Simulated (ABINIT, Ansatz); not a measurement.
## A GW chain in ABINIT: CaO (Lime)

How does a plane-wave GW calculation on CaO (Lime) run from the first input to the gap?

Calculated with ABINIT 10.8.3; PBE and many-body steps on it, plane waves.

Most raw output is cut from this account.

## (1) The starting structure

The structure is cubic, space group Fm-3m (No. 225). The conventional cell has a = 4.813 Å, b = 4.813 Å, c = 4.813 Å, α = 90.00°, β = 90.00°, γ = 90.00°. Nearest to Ca lie 6 O at 2.41 Å. O has 6 Ca at 2.41 Å nearest. Farther neighbours and most contacts between anions are not listed.

The cell and positions come from the Crystallography Open Database and are kept as given unless a step says otherwise.

## (2) Ground state

This step: ABINIT 10.8.3; DFT, PBE, plane waves, norm-conserving pseudopotentials.

The ground-state density comes first.

run.abi reads:

```
acell 3*1.0 Angstrom
rprim 
  -0.000000000000 2.406500000000 2.406500000000
  2.406500000000 -0.000000000000 2.406500000000
  2.406500000000 2.406500000000 -0.000000000000
ntypat 2
znucl 20 8
natom 2
typat 1 2
xred 
  0.000000000000 0.000000000000 0.000000000000
  0.500000000000 0.500000000000 0.500000000000
pp_dirpath "pseudos"
pseudos "Ca.upf, O.upf"
ecut 36
ngkpt 8 8 8
nshiftk 1
shiftk 0 0 0
kptopt 1
chksymbreak 0
nband 13
occopt 1
tolvrs 1e-10
nstep 60
prtwf 0
optforces 0
optstress 0
indata_prefix "in"
outdata_prefix "out"
tmpdata_prefix "tmp"
```

Started as:

```
$ OMP_NUM_THREADS=1 mpirun -n 8 abinit run.abi > log
```

Elapsed: 9.2 s, on 8 MPI ranks of Arm Neoverse N1, shared host; peak memory 0.54 GiB; 73 s of CPU time.

Numbers from this step:

```
total energy               : -1507.1545 eV
gap                        : 3.662 eV
k of the valence top       : 0, 0, 0
k of the conduction bottom : 0.5, 0.5, 0
least direct gap           : 4.037 eV
```

The gap is indirect, with the least direct gap 0.37 eV higher.

## (3) Bands along the symmetry lines

Levels along a band path, at the cheap level, show where the edges lie and whether the meshes to come will hold them.

run.abi reads:

```
acell 3*1.0 Angstrom
rprim 
  -0.000000000000 2.406500000000 2.406500000000
  2.406500000000 -0.000000000000 2.406500000000
  2.406500000000 2.406500000000 -0.000000000000
ntypat 2
znucl 20 8
natom 2
typat 1 2
xred 
  0.000000000000 0.000000000000 0.000000000000
  0.500000000000 0.500000000000 0.500000000000
pp_dirpath "pseudos"
pseudos "Ca.upf, O.upf"
ecut 36
iscf -2
irdden 1
kptopt 0
nkpt 50
kpt 
  0.00000000 0.00000000 0.00000000
  0.06250000 0.00000000 0.06250000
  0.12500000 0.00000000 0.12500000
  0.18750000 0.00000000 0.18750000
  0.25000000 0.00000000 0.25000000
  0.31250000 0.00000000 0.31250000
  0.37500000 0.00000000 0.37500000
  0.43750000 0.00000000 0.43750000
  0.50000000 0.00000000 0.50000000
  0.51562500 0.03125000 0.51562500
  0.53125000 0.06250000 0.53125000
  0.54687500 0.09375000 0.54687500
  0.56250000 0.12500000 0.56250000
  0.57812500 0.15625000 0.57812500
  0.59375000 0.18750000 0.59375000
  0.60937500 0.21875000 0.60937500
  0.62500000 0.25000000 0.62500000
  0.37500000 0.37500000 0.75000000
  0.32812500 0.32812500 0.65625000
  0.28125000 0.28125000 0.56250000
  0.23437500 0.23437500 0.46875000
  0.18750000 0.18750000 0.37500000
  0.14062500 0.14062500 0.28125000
  0.09375000 0.09375000 0.18750000
  0.04687500 0.04687500 0.09375000
  0.00000000 0.00000000 0.00000000
  0.06250000 0.06250000 0.06250000
  0.12500000 0.12500000 0.12500000
  0.18750000 0.18750000 0.18750000
  0.25000000 0.25000000 0.25000000
  0.31250000 0.31250000 0.31250000
  0.37500000 0.37500000 0.37500000
  0.43750000 0.43750000 0.43750000
  0.50000000 0.50000000 0.50000000
  0.50000000 0.46875000 0.53125000
  0.50000000 0.43750000 0.56250000
  0.50000000 0.40625000 0.59375000
  0.50000000 0.37500000 0.62500000
  0.50000000 0.34375000 0.65625000
  0.50000000 0.31250000 0.68750000
  0.50000000 0.28125000 0.71875000
  0.50000000 0.25000000 0.75000000
  0.50000000 0.21875000 0.71875000
  0.50000000 0.18750000 0.68750000
  0.50000000 0.15625000 0.65625000
  0.50000000 0.12500000 0.62500000
  0.50000000 0.09375000 0.59375000
  0.50000000 0.06250000 0.56250000
  0.50000000 0.03125000 0.53125000
  0.50000000 0.00000000 0.50000000
istwfk *1
nband 15
nbdbuf 2
tolwfr 1e-08
nstep 40
prtwf 0
prtvol 0
indata_prefix "in"
outdata_prefix "out"
tmpdata_prefix "tmp"
```

Run time: 8.2 s. Hardware: 8 MPI ranks; peak memory 0.47 GiB.

Numbers from this step:

| Item | Value |
| --- | --- |
| gap | 3.662 eV |
| k of the valence top | 0, 0, 0 |
| k of the conduction bottom | 0.5, 0, 0.5 |
| least direct gap | 4.037 eV |

The gap is 3.662 eV, as in the run before at this level.

The electronic bands at the labelled points (eV, zero at the top of the highest filled band; v1 is the highest filled band, c1 the lowest empty one):

| point | v4 | v3 | v2 | v1 | c1 | c2 | c3 | c4 |
| --- | --- | --- | --- | --- | --- | --- | --- | --- |
| Γ | -15.46 | 0.00 | 0.00 | 0.00 | 4.71 | 6.23 | 6.23 | 6.23 |
| halfway | -14.95 | -1.66 | -0.30 | -0.30 | 4.72 | 6.60 | 8.04 | 8.04 |
| X | -15.23 | -1.30 | -0.37 | -0.37 | 3.66 | 8.02 | 8.87 | 9.50 |
| halfway | -15.12 | -1.28 | -0.69 | -0.50 | 4.09 | 8.21 | 8.91 | 9.12 |
| U | -14.87 | -1.32 | -1.20 | -0.77 | 5.14 | 7.97 | 8.54 | 9.02 |
| jump to K | -14.87 | -1.32 | -1.20 | -0.77 | 5.14 | 7.97 | 8.54 | 9.02 |
| halfway | -14.71 | -1.79 | -0.92 | -0.55 | 6.10 | 7.02 | 7.20 | 8.02 |
| Γ | -15.46 | 0.00 | 0.00 | 0.00 | 4.71 | 6.23 | 6.23 | 6.23 |
| halfway | -14.82 | -1.52 | -0.65 | -0.65 | 6.25 | 6.84 | 7.17 | 7.17 |
| L | -14.30 | -2.61 | -1.18 | -1.18 | 7.03 | 8.33 | 8.33 | 8.49 |
| halfway | -14.58 | -2.03 | -1.11 | -1.04 | 6.74 | 6.82 | 8.73 | 8.91 |
| W | -14.86 | -1.27 | -1.05 | -1.05 | 6.31 | 6.31 | 8.36 | 9.50 |
| halfway | -15.04 | -1.25 | -0.84 | -0.66 | 4.49 | 8.25 | 8.28 | 9.38 |
| X | -15.23 | -1.30 | -0.37 | -0.37 | 3.66 | 8.02 | 8.87 | 9.50 |

## (4) Empty states on the mesh, 6×6×6 mesh, 168 bands

The sums over transitions need many empty states on a uniform mesh; this step solves for them.

run.abi reads:

```
acell 3*1.0 Angstrom
rprim 
  -0.000000000000 2.406500000000 2.406500000000
  2.406500000000 -0.000000000000 2.406500000000
  2.406500000000 2.406500000000 -0.000000000000
ntypat 2
znucl 20 8
natom 2
typat 1 2
xred 
  0.000000000000 0.000000000000 0.000000000000
  0.500000000000 0.500000000000 0.500000000000
pp_dirpath "pseudos"
pseudos "Ca.upf, O.upf"
ecut 36
ngkpt 6 6 6
nshiftk 1
shiftk 0 0 0
kptopt 1
chksymbreak 0
irdden 1
istwfk *1
nband 168
prtvol 0
optdriver 6
gwr_task "HDIAGO"
paral_kgb 0
occopt 1
indata_prefix "in"
outdata_prefix "out"
tmpdata_prefix "tmp"
```

Run time: 28 s. Hardware: 8 MPI ranks; peak memory 2.1 GiB.

Numbers from this step:

| Property | Result |
| --- | --- |
| gap | 3.662 eV |
| k of the valence top | 0, 0, 0 |
| k of the conduction bottom | 0.5, 0.5, 0 |
| least direct gap | 4.037 eV |
| k points computed | 16 |
| lowest point of the top converged band, above the valence top | 164.3910 eV |

On this mesh the gap is 3.662 eV.

## (5) Screening, 6×6×6 mesh, 160 bands, screening to 239.5 eV

The RPA dielectric matrix is built and inverted for each q.

This step: RPA screening on PBE, plane waves, norm-conserving pseudopotentials.

Edit run.abi of step 4 so:

```diff
@@ -20,10 +20,11 @@
 chksymbreak 0
-irdden 1
 istwfk *1
-nband 168
-prtvol 0
-optdriver 6
-gwr_task "HDIAGO"
-paral_kgb 0
 occopt 1
+irdwfk 1
+optdriver 3
+nband 160
+ecuteps 8.8
+inclvkb 2
+awtr 1
+symchi 1
 indata_prefix "in"
```

It took 3.1 min on 8 MPI ranks; peak memory 1.7 GiB; 25 min of CPU time.

This step gave:

```yaml
eps_infinity_with_local_fields_on_this_mesh_along_the_program_s_q_direction: 3.567
the_same_without_local_fields: 3.923
plasma_frequency: 28.13 eV
plane_waves_in_the_screening_matrix: 259
```

Local fields lower ε∞ by 9 %.

## (6) Self-energy, 6×6×6 mesh, 160 bands, screening to 239.5 eV

The self-energy is evaluated for the states that the input lists, and the levels follow from it, in one-shot runs by the linearised quasiparticle equation.

This step: G0W0 on PBE, plane waves, norm-conserving pseudopotentials.

Edit run.abi of step 5 so:

```diff
@@ -23,8 +23,17 @@
 irdwfk 1
-optdriver 3
+optdriver 4
 nband 160
+gwcalctyp 0
+ecutsigx 36
+symsigma 1
+nkptgw 2
+kptgw 
+  0.0000000000 0.0000000000 0.0000000000
+  0.5000000000 0.5000000000 0.0000000000
+bdgw 
+  6 12
+  7 10
 ecuteps 8.8
-inclvkb 2
-awtr 1
-symchi 1
+irdscr 1
+ppmodel 1
 indata_prefix "in"
```

Wall time 30 s (8 MPI ranks); peak memory 2 GiB.

This step gave:

- G0W0 gap on the points computed: 5.835 eV
- starting gap on the mesh: 3.662 eV
- k of the valence top: 0, 0, 0
- k of the conduction bottom: 0.5, 0.5, 0
- Z at the valence top: 0.78
- Z at the conduction bottom: 0.85
- least direct G0W0 gap on the computed points: 6.24 eV

The gap on the mesh goes from 3.66 eV to 5.84 eV, a correction of +2.17 eV.

Limits: finite bands, cutoff and mesh. v1 is the top filled band, c1 the lowest empty one. The levels before and after the correction (eV, zero at the valence-band top of each column):

```
           conduction bottom  valence top
Kohn-Sham               3.66         0.00
     G0W0               5.83         0.00
```

|  | level | energy (eV) |
| --- | --- | --- |
| Kohn-Sham | Γ v3-v1 | 0.000 |
| Kohn-Sham | Γ c1 | 4.714 |
| Kohn-Sham | Γ c2-c4 | 6.228 |
| Kohn-Sham | (0.5 0.5 0) v2-v1 | -0.374 |
| Kohn-Sham | (0.5 0.5 0) c1 | 3.662 |
| Kohn-Sham | (0.5 0.5 0) c2 | 8.023 |
| G0W0 | Γ v3-v1 | 0.000 |
| G0W0 | Γ c1 | 6.240 |
| G0W0 | Γ c2-c4 | 9.051 |
| G0W0 | (0.5 0.5 0) v2-v1 | -0.478 |
| G0W0 | (0.5 0.5 0) c1 | 5.835 |
| G0W0 | (0.5 0.5 0) c2 | 11.052 |

## (7) Where the time went

Times are wall times on 8 MPI ranks of Arm Neoverse N1, shared host, good to a factor of about two.

```csv
step,time,share,memory (GiB)
ground state,9.2 s,4 %,0.54
bands along the symmetry lines,8.2 s,3 %,0.47
empty states on the mesh,28 s,11 %,2.1
screening,3.1 min,71 %,1.7
self-energy,30 s,11 %,2.0
```

## (8) Outcome

* PBE gap: 3.66 eV, indirect
* G0W0 gap on the mesh: 5.84 eV
* GW settings: 6×6×6 mesh, 160 bands, screening to 239.5 eV, Godby-Needs plasmon pole
* known limits: not at the basis limit

G0W0 moves the gap on the mesh from 3.66 eV to 5.84 eV (+2.17 eV), with Z of 0.78 and 0.85 at the edges. Local fields lower the RPA ε∞ on this mesh from 3.92 to 3.57. Only 2 of the mesh's irreducible points were corrected, so a valley elsewhere could overtake. The dearest step here is «screening». Bands and cutoff are finite, so the gap is not at the basis limit. The miss can reach some tenths of an eV and take either sign; the mesh is an error of its own. In the G0W0 run levels were corrected at 2 k points alone, so a gap called «on the mesh» is the least over those, and an edge elsewhere would be missed.

[Paths, hosts, dates, memory and timing lines, banners, echoed tables and standing remarks are left out of the program output.]

[Logs are printed without paths, hosts, clocks, repeated set-up lines and the standing remarks that a program may print on its own settings, such as how far it seeks lower states.]

[Runs of the session that timed out or met a known fault of the program may be left out.]

[Hosts, paths, dates, database ids (printed as entryN), source tags and the programs' standing remarks are cut or masked in the printed files.]

[G0W0 gaps are taken among the corrected bands and points alone; a level outside them can change the order at an edge.]

[Where Ansatz stands beside ABINIT at settings called matched, ABINIT's density can come from a denser mesh and the files from another edition; pairs whose starting gaps differed by over 0.03 eV were left out, so agreement reads better than it is.]
